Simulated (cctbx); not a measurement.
# What is wrong with this refinement?

Cell a = 10.3340 Å, b = 10.3340 Å, c = 10.3340 Å, α = 90.00°, β = 90.00°, γ = 90.00°; space group Fd-3m (no. 227, origin choice 1).

Simulated single-crystal data (cctbx): Cu Kα, λ = 1.54184 Å, to d = 0.83 Å, 95 % of the full sphere, strongest reflection 70000 counts, noise from counting, a 1.5 % proportional error and a noise floor of 2 counts (s.d.); no absorption.

An anisotropic refinement with weights 1/σ² prints:

```text
Rint 0.016, 69 unique reflections to 0.83 A
cycle     R1     wR2    GooF  max shift (A)
   1  0.1491  0.4133  74.836   0.00464
   2  0.1514  0.3898  70.580   0.00001
final R1 0.1513 wR2 0.3898 GooF 70.580  parameters 5  data/parameter 13.8
atom        x        y        z      Ueq    occ   su(xyz)  su(Uiso or U11)
Se1    0.85637  0.14363  0.14363   0.0061  1.000  0.00042  0.0037
Cu1    0.37500  0.87500  0.12500   0.0082  1.000  0.00000  0.0044  NPD
difference map: max 41.46 min -3.46 rms 1.63
Q1    0.0000  0.0000  0.0000    8   41.46  2.57 A from Se1
Q2    0.1014  0.1014  0.3986   32   10.85  0.09 A from Se1
Q3    0.1049  0.1049  0.6049   32    8.26  0.36 A from Cu1
Q4    0.0000  0.0000  0.1995   48    2.42  2.18 A from Se1
Q5    0.0267  0.0267  0.1154   96    1.81  2.15 A from Se1
Q6    0.0000  0.0000  0.2894   48    1.66  1.89 A from Se1
```

Q: Accept it or mend it, and why?

Mend it. The fault: an atom left out, Mg at (1/4, 1/4, 1/4). Against the right model at the same level, R1 goes from 0.0026 to 0.1513 and GooF from 0.96 to 70.58, the top difference peak, 41.5 e/Å³, lies 2.57 Å from Se1 and Cu1 goes non-positive-definite. Q1 is the missing atom. With scattering power missing, scale and phases suffer, so peaks may also grow on the heavy atoms.

The compound is MgCu2Se4. The right model at the same level gives:

```text
Rint 0.016, 69 unique reflections to 0.83 A
cycle     R1     wR2    GooF  max shift (A)
   1  0.0078  0.0224   4.092   0.00013
   2  0.0026  0.0053   0.960   0.00000
final R1 0.0026 wR2 0.0053 GooF 0.960  parameters 6  data/parameter 11.5
atom        x        y        z      Ueq    occ   su(xyz)  su(Uiso or U11)
Se1    0.85610  0.14390  0.14390   0.0072  1.000  0.00001  0.0000
Cu1    0.37500  0.87500  0.12500   0.0087  1.000  0.00000  0.0001
Mg1    0.25000  0.25000  0.25000   0.0055  1.000  0.00000  0.0001
difference map: max 0.07 min -0.11 rms 0.02
Q1    0.0297  0.0297  0.8313   96    0.08  1.69 A from Se1
Q2    0.0392  0.0392  0.0392   32    0.07  0.70 A from Mg1
Q3    0.0000  0.0000  0.4227   48    0.05  1.58 A from Se1
Q4    0.0223  0.1523  0.3477   96    0.05  1.10 A from Se1
Q5    0.0555  0.1455  0.8545   96    0.05  0.91 A from Se1
Q6    0.0043  0.1898  0.1898   96    0.05  1.67 A from Se1
```

Isotropic U is held between 0.0001 and 1 Å² by the program, and listed peak heights are interpolated, so they can pass the grid's maximum.

This is a model crystal, built by substitution and not relaxed, with assumed displacement parameters.

[Middle refinement cycles are left out of these outputs.]

[Logs are printed without paths, hosts, clocks, repeated set-up lines and the standing remarks that a program may print on its own settings, such as how far it seeks lower states.]
